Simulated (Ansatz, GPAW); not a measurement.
# Geometry or basis: what sets the conductance of propane-1,3-dithiol between two Ag chains, part 2 of 3

Aim: the conductance of propane-1,3-dithiol between two Ag chains after relaxation, and whether geometry, basis or functional moves it most.

GPAW 26.7.0 and Ansatz 0.2.0; Ansatz plane waves; relaxation of the junction with the lead ends held; PAW set soft_1 (the session's first sound run).

So far. Step 2 (Relaxing the atoms): The relaxation lowered the energy of the cell by 1.65 eV.

## Step 3: Plane-wave reference (PBE)

Plane waves give the reference curve, free of the bias of atom-centred orbitals.

This step: Ansatz plane waves; Landauer transmission by layers, zero bias; PAW set soft_1 (Ansatz 0.2.0).

File input.yaml:

```yaml
crystal:
  lattice:
    - [12.0485610352, 0.0, 0.0]
    - [0.0, 12.5916908203, 0.0]
    - [0.0, 0.0, 40.5267892651]
  atoms:
    - { symbol: Ag, position: [0.5, 0.5, 0.0328177984] }
    - { symbol: Ag, position: [0.5, 0.5, 0.0984533952] }
    - { symbol: Ag, position: [0.5, 0.5, 0.164088992] }
    - { symbol: Ag, position: [0.5, 0.5, 0.2297245888] }
    - { symbol: Ag, position: [0.5, 0.5, 0.2953601856] }
    - { symbol: Ag, position: [0.5728789335, 0.42783697, 0.3531883588] }
    - { symbol: Ag, position: [0.4816565144, 0.480908132, 0.4115714488] }
    - { symbol: S, position: [0.4157263129, 0.4352039849, 0.4645261923] }
    - { symbol: H, position: [0.5034559641, 0.5716265324, 0.4982275765] }
    - { symbol: H, position: [0.5922493838, 0.4602077447, 0.4928274547] }
    - { symbol: C, position: [0.5061944801, 0.4843971912, 0.4977098693] }
    - { symbol: H, position: [0.3781220116, 0.4578543076, 0.53443615] }
    - { symbol: C, position: [0.4660372521, 0.437644912, 0.5307174195] }
    - { symbol: H, position: [0.4705267309, 0.3505453929, 0.529392417] }
    - { symbol: C, position: [0.5343486436, 0.4768848722, 0.5602524271] }
    - { symbol: H, position: [0.6230557913, 0.461044674, 0.5565116478] }
    - { symbol: H, position: [0.5237278877, 0.5623792071, 0.5642890581] }
    - { symbol: S, position: [0.493559118, 0.4032560689, 0.5980779288] }
    - { symbol: Ag, position: [0.3979760758, 0.5038764679, 0.6430825433] }
    - { symbol: Ag, position: [0.6090633298, 0.4350268137, 0.6480923627] }
    - { symbol: Ag, position: [0.5, 0.5, 0.7046398144] }
    - { symbol: Ag, position: [0.5, 0.5, 0.7702754112] }
    - { symbol: Ag, position: [0.5, 0.5, 0.835911008] }
    - { symbol: Ag, position: [0.5, 0.5, 0.9015466048] }
    - { symbol: Ag, position: [0.5, 0.5, 0.9671822016] }
kpoints:
  mp_grid: { grid: [1, 1, 2] }
hamiltonian:
  xc: pbe
  pseudopotentials: { kind: paw, azcp: { folder: soft_1 } }
scf:
  occupations: { method: fermi_dirac, width: 0.1 }
output:
  transmission:
    leads: [[0, 1]]
    e_range: [-2, 2]
    de: 0.025
    kmesh: [1, 1]
    reduced_basis: true
  write_potential: true
  write_density: true
  volumetric_format: npy
  elf: true
```

Started as:

```console
$ ansatz run input.yaml --threads 4 --pin off --max-ram 8192MiB --backend cpu --events-out ev --progress --plain --runs-dir out
```

Numbers of over 12 decimals in the logs are rounded to 6 here.

Log:

```text
Engine: ansatz 0.2.0, aarch64-unknown-linux-gnu
Pseudopotentials: kind: paw
Pseudopotential: Ag, paw, valence charge 19, recommended cutoff 420 eV (normal), soft_1/Ag.paw.azcp
Pseudopotential: S, paw, valence charge 6, recommended cutoff 420 eV (normal), soft_1/S.paw.azcp
Pseudopotential: H, paw, valence charge 1, recommended cutoff 420 eV (normal), soft_1/H.paw.azcp
Pseudopotential: C, paw, valence charge 4, recommended cutoff 420 eV (normal), soft_1/C.paw.azcp
Functional definition: PBE
  parameter kappa = 0.804
  parameter beta = 0.066725
  exchange = pbe_x(kappa = kappa, mu = beta*pi^2/3)
  correlation = pbe_c(beta = beta)
Error: memory limit exceeded: the `transmission` phase of `transmission` needs 8.01 GiB against the run's memory maximum of 8.00 GiB; largest carriers: transmission 6.36 GiB, source scf state 0.65 GiB, source scf tables 0.63 GiB, unmodelled-tail allowance 0.36 GiB; the layers of output.transmission grow with the square of the cell's cross-section: a lower cutoff or a narrower output.transmission.e_range takes less, and so, most of all in a narrow cell, does a wider de; where no e_range is typed, a fill by count is planned with a gap of 40 thermal energies
with nothing else changed it takes a maximum of at least 8.01 GiB, with nothing to spare, and 8.82 GiB leaves up to a tenth: --max-ram 8.82GiB where that set the maximum, else more of the term that did, and with no share typed, where 8.82 GiB is over 0.88 of the host's memory or its container's limit, a share of 0.88 or more that holds the maximum too (--max-ram-frac F), where one does; The budget is ten elevenths of [...]
`transmission` follows the SCF: where the deck gives it k-points, a mesh or a band count of its own, those are what to reduce (not on a resume, whose deck is fixed)
```

The job ended after 1.5 s (4 threads of Arm Neoverse V1, shared host; peak memory 0.43 GiB).

The input was rejected at the start.

The program's message: “Error: memory limit exceeded: the `transmission` phase of `transmission` needs 8.01 GiB against the run's memory maximum of 8.00 GiB; largest carriers: transmission 6.36 GiB, source scf state 0.65 GiB …”

## Step 4: GPAW, dzp

Localised orbitals split the wire into layers that couple to their neighbours alone, which is what the Green's function method needs; double zeta with polarisation is the usual level for numbers.

This step: GPAW LCAO, PAW setups; Landauer transmission from Green's functions with principal layers (ASE), zero bias (GPAW 26.7.0).

File run.py:

```python
import json
import numpy as np
from ase import Atoms
from ase.transport.calculators import TransportCalculator
from gpaw import GPAW, FermiDirac
from gpaw.lcao.tools import get_lcao_hamiltonian
from scipy.linalg import eigh

# The junction with lead layers at both ends, along the third cell vector
device = Atoms(
    ['Ag', 'Ag', 'Ag', 'Ag', 'Ag', 'Ag', 'Ag', 'S', 'H', 'H', 'C', 'H', 'C', 'H', 'C', 'H', 'H', 'S', 'Ag', 'Ag', 'Ag', 'Ag', 'Ag', 'Ag', 'Ag'],
    positions=[
        [6.02428, 6.29585, 1.33000],
        [6.02428, 6.29585, 3.99000],
        [6.02428, 6.29585, 6.65000],
        [6.02428, 6.29585, 9.31000],
        [6.02428, 6.29585, 11.97000],
        [6.90237, 5.38719, 14.31359],
        [5.80327, 6.05545, 16.67967],
        [5.00890, 5.47995, 18.82576],
        [6.06592, 7.19774, 20.19156],
        [7.13575, 5.79479, 19.97271],
        [6.09892, 6.09938, 20.17058],
        [4.55583, 5.76516, 21.65898],
        [5.61508, 5.51069, 21.50827],
        [5.66917, 4.41396, 21.45457],
        [6.43813, 6.00479, 22.70523],
        [7.50693, 5.80533, 22.55363],
        [6.31017, 7.08131, 22.86882],
        [5.94668, 5.07768, 24.23818],
        [4.79504, 6.34466, 26.06207],
        [7.33834, 5.47772, 26.26510],
        [6.02428, 6.29585, 28.55679],
        [6.02428, 6.29585, 31.21679],
        [6.02428, 6.29585, 33.87679],
        [6.02428, 6.29585, 36.53679],
        [6.02428, 6.29585, 39.19679]],
    cell=[[12.04856, 0.0, 0.0], [0.0, 12.59169, 0.0], [0.0, 0.0, 40.52679]],
    pbc=True)

# One principal layer of the lead: the first 4 atoms of the device
lead = Atoms(
    ['Ag', 'Ag', 'Ag', 'Ag'],
    positions=[
        [6.02428, 6.29585, 1.33000],
        [6.02428, 6.29585, 3.99000],
        [6.02428, 6.29585, 6.65000],
        [6.02428, 6.29585, 9.31000]],
    cell=[[12.04856, 0.0, 0.0], [0.0, 12.59169, 0.0], [0.0, 0.0, 10.64]],
    pbc=True)

settings = dict(mode='lcao', basis='dzp', xc='PBE', h=0.2,
                occupations=FermiDirac(0.1), maxiter=250,
                mixer=dict(beta=0.1, nmaxold=8, weight=100.0),
                convergence=dict(density=0.0001))
energies = np.arange(-2, 2 + 1e-9, 0.025)
eta = 0.0001
n1, n2 = 1, 1
# k and -k transmit alike, so half of the mesh across the current serves
mesh = [(i, j) for i in range(n1) for j in range(n2) if (i, j) <= (-i % n1, -j % n2)]
weights = np.array([1 if (i, j) == (-i % n1, -j % n2) else 2 for i, j in mesh]) / (n1 * n2)

# [... helper functions left out ...]
fermi_lead = ground_state(lead, (1, 1, 11), 'lead.txt')
fermi_device = ground_state(device, (1, 1, 2), 'device.txt')
# [... loop over the mesh left out, but for ...]
        # Shift the lead onto the potential of the device's first layer
        shift = ((H[:, 0, 0] - H0[:, 0, 0]) / S0[0, 0]).real.mean()
# [...]
kT = 8.617333e-5 * 300
bias = [0.1, 0.2, 0.5, 1.0, 1.5, 2.0]
# [... integrals and printing left out ...]
```

Started as:

```console
$ OMP_NUM_THREADS=1 OPENBLAS_NUM_THREADS=1 python run.py
```

Log:

```text
basis functions: device 473, principal layer 108
Fermi level: lead -4.2310 eV, device -3.9644 eV; lead shifted by -0.0231 eV
largest coupling past the next layer 3.56e-05 eV, largest misfit of the first layer 0.114 eV
  E-E_F (eV)   T (one spin)  channels
    -2.000    2.3098e-04    3.0000
    -1.975    1.7980e-04    3.0000
    -1.950    1.4413e-04    3.0000
    -1.925    1.1839e-04    3.0000
    -1.900    9.9160e-05    3.0000
    -1.875    8.4055e-05    3.0000
    -1.850    7.0870e-05    3.0000
    -1.825    5.5434e-05    3.0000
    -1.800    1.0078e-05    1.0000
    -1.775    9.1454e-06    1.0000
    -1.750    8.5772e-06    1.0000
    -1.725    7.9080e-06    1.0000
    -1.700    7.1107e-06    1.0000
    -1.675    6.0721e-06    1.0000
    -1.650    4.3695e-06    1.0000
    -1.625    2.4108e-07    1.0000
[...]
1.825    1.8169e-03    1.0000
     1.850    1.7127e-03    1.0000
     1.875    1.6050e-03    1.0000
     1.900    1.4932e-03    1.0000
     1.925    1.3764e-03    1.0000
     1.950    1.2540e-03    1.0000
     1.975    1.1250e-03    1.0000
     2.000    9.8889e-04    1.0000
conductance at 300 K: 0.020422 G0 a cell; thermopower -0.8203 uV/K
current from the zero-bias T(E) at 0.1 V: 0.15676 uA
current from the zero-bias T(E) at 0.2 V: 0.30461 uA
current from the zero-bias T(E) at 0.5 V: 0.82599 uA
current from the zero-bias T(E) at 1.0 V: 3.4229 uA
current from the zero-bias T(E) at 1.5 V: 5.9978 uA
current from the zero-bias T(E) at 2.0 V: 12.199 uA
```

Wall time 2.8 min (1 thread); peak memory 2.4 GiB.

This step gave:

- conductance: 0.02042 G₀
- largest coupling past the next principal layer: 3.56e-5 eV
- largest misfit of the first principal layer: 0.1141 eV
- shift that aligns the lead: -0.02309 eV
- basis functions of the junction: 473
- basis functions of a principal layer: 108
- transmission at the Fermi level (one spin): 0.02093
- open channels of the lead at the Fermi level (one spin): 1

One spin. The transmission, zone mean by energy, zero at the Fermi level:

```csv
energy (eV),"transmission, zone mean"
-2.000,2.3e-4
-1.800,1.0e-5
-1.600,0
-1.400,0
-1.200,-1.3e-11
-1.000,0.240
-0.925,0.453
-0.800,0.249
-0.600,0.105
-0.400,0.103
-0.275,0.252
-0.200,0.00280
0.000,0.0209
0.200,0.0160
0.400,0.0109
0.600,0.00767
0.800,0.00554
1.000,0.00123
1.200,0.00489
1.400,0.00356
1.600,0.00270
1.800,0.00192
2.000,9.9e-4
```

Crossings of the lead's bands, unfolded to its shortest repeat. The open channels, zone mean by energy, zero at the Fermi level:

```csv
energy (eV),"open channels, zone mean"
-2.000,3
-1.900,3
-1.800,1
-1.700,1
-1.600,0
-1.500,0
-1.400,0
-1.300,0
-1.200,0
-1.100,0
-1.000,1
-0.900,1
-0.800,1
-0.700,1
-0.600,1
-0.500,1
-0.400,1
-0.300,1
-0.200,1
-0.100,1
0.000,1
0.100,1
0.200,1
0.300,1
0.400,1
0.500,1
0.600,1
0.700,1
0.800,1
0.900,1
1.000,1
1.100,1
1.200,1
1.300,1
1.400,1
1.500,1
1.600,1
1.700,1
1.800,1
1.900,1
2.000,1
```

Not self-consistent under bias; the bias window is split evenly. Current through one cell, from the zero-bias transmission against bias:

```csv
bias (V),"current through one cell, from the zero-bias transmission (μA)"
0.100,0.157
0.200,0.305
0.500,0.826
1.000,3.42
1.500,6.00
2.000,12.2
```

Table of transmission of the three most open eigenchannels by energy, zero at the Fermi level:

```csv
energy (eV),channel 1,channel 2,channel 3
-2.000,2.2e-4,9.8e-6,5.8e-6
-1.800,1.0e-5,2.3e-10,2.3e-11
-1.600,0,0,0
-1.400,0,0,0
-1.200,0,0,0
-1.000,0.240,0,0
-0.800,0.249,0,0
-0.600,0.105,0,0
-0.400,0.103,0,0
-0.200,0.00280,0,0
0.000,0.0209,0,0
0.200,0.0160,0,0
0.400,0.0109,0,0
0.600,0.00767,0,0
0.800,0.00554,0,0
1.000,0.00123,0,0
1.200,0.00489,0,0
1.400,0.00356,0,0
1.600,0.00270,1.2e-12,0
1.800,0.00192,1.7e-12,0
2.000,9.9e-4,3.0e-12,0
```

Couplings past the next layer reach 3.6e-5 eV, small enough to drop; the matrix elements of the cell's first layer differ from the bulk lead's by up to 0.11 eV. That layer keeps its own values in the calculation, and only beyond it is the lead taken as perfect. The Fermi levels of lead and junction count from different zeros of potential, one for each periodic cell; with both set to zero, the small remaining shift is what aligns them. By hand: G = 0.02042 × 77.48 μS = 1.58 μS, a resistance of 632 kΩ; at 0.1 V a linear junction would pass 0.158 μA, and the integral over the bias window gives 0.157 μA.

## Step 5: Single-zeta polarised basis

One radial function a shell plus polarisation makes the matrices smaller; the question is what that costs.

Edit run.py of step 4 so:

```diff
@@ -51,3 +51,3 @@
 
-settings = dict(mode='lcao', basis='dzp', xc='PBE', h=0.2,
+settings = dict(mode='lcao', basis='szp(dzp)', xc='PBE', h=0.2,
                 occupations=FermiDirac(0.1), maxiter=250,
```

Log:

```text
basis functions: device 279, principal layer 60
Fermi level: lead -4.1825 eV, device -3.9770 eV; lead shifted by -0.0206 eV
largest coupling past the next layer 3.56e-05 eV, largest misfit of the first layer 0.134 eV
  E-E_F (eV)   T (one spin)  channels
    -2.000    1.2603e-04    3.0000
    -1.975    1.0590e-04    3.0000
    -1.950    9.0517e-05    3.0000
    -1.925    7.8619e-05    3.0000
    -1.900    6.9385e-05    3.0000
    -1.875    6.2247e-05    3.0000
    -1.850    5.6803e-05    3.0000
    -1.825    5.2683e-05    3.0000
    -1.800    4.8907e-05    3.0000
    -1.775    3.8003e-05    3.0000
    -1.750    7.0238e-06    1.0000
    -1.725    6.6411e-06    1.0000
    -1.700    6.3282e-06    1.0000
    -1.675    6.0885e-06    1.0000
    -1.650    5.9112e-06    1.0000
    -1.625    5.5070e-06    1.0000
[...]
1.825    3.0408e-03    1.0000
     1.850    2.9677e-03    1.0000
     1.875    2.8918e-03    1.0000
     1.900    2.8121e-03    1.0000
     1.925    2.7276e-03    1.0000
     1.950    2.6368e-03    1.0000
     1.975    2.5382e-03    1.0000
     2.000    2.4298e-03    1.0000
conductance at 300 K: 0.017261 G0 a cell; thermopower -0.244 uV/K
current from the zero-bias T(E) at 0.1 V: 0.13265 uA
current from the zero-bias T(E) at 0.2 V: 0.25867 uA
current from the zero-bias T(E) at 0.5 V: 0.63582 uA
current from the zero-bias T(E) at 1.0 V: 2.6679 uA
current from the zero-bias T(E) at 1.5 V: 4.567 uA
current from the zero-bias T(E) at 2.0 V: 9.4279 uA
```

Elapsed: 1.7 min, on 1 thread; peak memory 2.3 GiB.

Numbers from this step:

| Property | Result |
| --- | --- |
| conductance | 0.01726 G₀ |
| largest misfit of the first principal layer | 0.1343 eV |
| shift that aligns the lead | -0.02059 eV |
| basis functions of the junction | 279 |
| basis functions of a principal layer | 60 |
| transmission at the Fermi level (one spin) | 0.01764 |

One spin. The transmission, zone mean by energy, zero at the Fermi level:

```csv
energy (eV),"transmission, zone mean"
-2.000,1.3e-4
-1.900,6.9e-5
-1.800,4.9e-5
-1.700,6.3e-6
-1.600,1.2e-6
-1.500,0
-1.400,0
-1.300,0
-1.200,3.3e-12
-1.100,2.5e-7
-1.000,0.224
-0.950,0.375
-0.900,0.329
-0.800,0.174
-0.700,0.106
-0.600,0.0766
-0.500,0.0688
-0.400,0.0835
-0.300,0.240
-0.200,0.00501
-0.100,0.0159
0.000,0.0176
0.100,0.0161
0.200,0.0137
0.300,0.0115
0.400,0.00963
0.500,0.00822
0.600,0.00714
0.700,0.00629
0.800,0.00554
0.900,0.00473
1.000,0.00303
1.100,0.00879
1.200,0.00555
1.300,0.00480
1.400,0.00434
1.500,0.00398
1.600,0.00367
1.700,0.00339
1.800,0.00311
1.900,0.00281
2.000,0.00243
```

Crossings of the lead's bands, unfolded to its shortest repeat. The open channels, zone mean by energy, zero at the Fermi level:

energy (eV), open channels, zone mean and a bar:
```
   -2.000       3.00 ##############################
   -1.900       3.00 ##############################
   -1.800       3.00 ##############################
   -1.700       1.00 ##########
   -1.600       1.00 ##########
   -1.500       0.00 
   -1.400       0.00 
   -1.300       0.00 
   -1.200       0.00 
   -1.100       0.00 
   -1.000       1.00 ##########
   -0.900       1.00 ##########
   -0.800       1.00 ##########
   -0.700       1.00 ##########
   -0.600       1.00 ##########
   -0.500       1.00 ##########
   -0.400       1.00 ##########
   -0.300       1.00 ##########
   -0.200       1.00 ##########
   -0.100       1.00 ##########
    0.000       1.00 ##########
    0.100       1.00 ##########
    0.200       1.00 ##########
    0.300       1.00 ##########
    0.400       1.00 ##########
    0.500       1.00 ##########
    0.600       1.00 ##########
    0.700       1.00 ##########
    0.800       1.00 ##########
    0.900       1.00 ##########
    1.000       1.00 ##########
    1.100       1.00 ##########
    1.200       1.00 ##########
    1.300       1.00 ##########
    1.400       1.00 ##########
    1.500       1.00 ##########
    1.600       1.00 ##########
    1.700       1.00 ##########
    1.800       1.00 ##########
    1.900       1.00 ##########
    2.000       1.00 ##########
```

Not self-consistent under bias; the bias window is split evenly. The current through one cell, from the zero-bias transmission by bias:

```csv
bias (V),"current through one cell, from the zero-bias transmission (μA)"
0.100,0.133
0.200,0.259
0.500,0.636
1.000,2.67
1.500,4.57
2.000,9.43
```

The transmission of the three most open eigenchannels by energy, zero at the Fermi level:

```csv
energy (eV),channel 1,channel 2,channel 3
-2.000,1.2e-4,6.1e-6,2.5e-6
-1.800,4.7e-5,1.4e-6,6.4e-8
-1.600,1.2e-6,0,0
-1.400,0,0,0
-1.200,3.2e-12,0,0
-1.000,0.224,0,0
-0.800,0.174,0,0
-0.600,0.0766,0,0
-0.400,0.0835,0,0
-0.200,0.00501,0,0
0.000,0.0176,0,0
0.200,0.0137,0,0
0.400,0.00963,0,0
0.600,0.00714,0,0
0.800,0.00554,0,0
1.000,0.00303,0,0
1.200,0.00555,0,0
1.400,0.00434,0,0
1.600,0.00367,0,0
1.800,0.00311,0,0
2.000,0.00243,0,0
```

The conductance, 0.0173 G₀, lies 15 % below that of the dzp run.

## Step 6: GPAW, sz: basis = "sz(dzp)"

The minimal basis is the cheapest rung: no second zeta and no polarisation.

Edit run.py of step 5 so:

```diff
@@ -51,3 +51,3 @@
 
-settings = dict(mode='lcao', basis='szp(dzp)', xc='PBE', h=0.2,
+settings = dict(mode='lcao', basis='sz(dzp)', xc='PBE', h=0.2,
                 occupations=FermiDirac(0.1), maxiter=250,
```

Log:

```text
basis functions: device 194, principal layer 48
Fermi level: lead -4.1928 eV, device -4.0222 eV; lead shifted by -0.0203 eV
largest coupling past the next layer 3.59e-05 eV, largest misfit of the first layer 0.059 eV
  E-E_F (eV)   T (one spin)  channels
    -2.000    2.7450e-04    3.0000
    -1.975    2.4111e-04    3.0000
    -1.950    2.2185e-04    3.0000
[...]
1.975    3.5776e-03    1.0000
     2.000    3.5654e-03    1.0000
conductance at 300 K: 0.016774 G0 a cell; thermopower -0.6429 uV/K
current from the zero-bias T(E) at 0.1 V: 0.12892 uA
current from the zero-bias T(E) at 0.2 V: 0.25139 uA
current from the zero-bias T(E) at 0.5 V: 0.62014 uA
current from the zero-bias T(E) at 1.0 V: 2.6217 uA
current from the zero-bias T(E) at 1.5 V: 4.5522 uA
current from the zero-bias T(E) at 2.0 V: 9.1577 uA
```

Run time: 80 s. Hardware: 1 thread; peak memory 2.2 GiB.

This step gave:

```yaml
conductance: 0.01677 G₀
largest_coupling_past_the_next_principal_layer: 3.59e-5 eV
largest_misfit_of_the_first_principal_layer: 0.05927 eV
shift_that_aligns_the_lead: -0.02025 eV
basis_functions_of_the_junction: 194
basis_functions_of_a_principal_layer: 48
transmission_at_the_fermi_level_one_spin: 0.01714
```

One spin. The transmission, zone mean by energy, zero at the Fermi level:

```csv
energy (eV),"transmission, zone mean"
-2.000,2.7e-4
-1.900,2.0e-4
-1.800,1.5e-4
-1.700,1.2e-4
-1.600,1.5e-4
-1.500,1.6e-6
-1.400,0
-1.300,0
-1.200,0
-1.100,6.6e-8
-1.000,0.142
-0.925,0.351
-0.900,0.337
-0.800,0.184
-0.700,0.108
-0.600,0.0770
-0.500,0.0691
-0.400,0.0836
-0.300,0.222
-0.200,0.00452
-0.100,0.0153
0.000,0.0171
0.100,0.0158
0.200,0.0135
0.300,0.0114
0.400,0.00964
0.500,0.00828
0.600,0.00725
0.700,0.00644
0.800,0.00578
0.900,0.00516
1.000,0.00435
1.100,5.9e-4
1.125,0.0353
1.200,0.00625
1.300,0.00512
1.400,0.00464
1.500,0.00432
1.600,0.00407
1.700,0.00387
1.800,0.00373
1.900,0.00363
2.000,0.00357
```

The conductance, 0.0168 G₀, lies 18 % below that of the dzp run.

[end of part 2 of 3]

[Logs are printed without paths, hosts, clocks, repeated set-up lines and the standing remarks that a program may print on its own settings, such as how far it seeks lower states.]

[Hosts, paths, dates, database ids (printed as entryN), source tags and the programs' standing remarks are cut or masked in the printed files.]
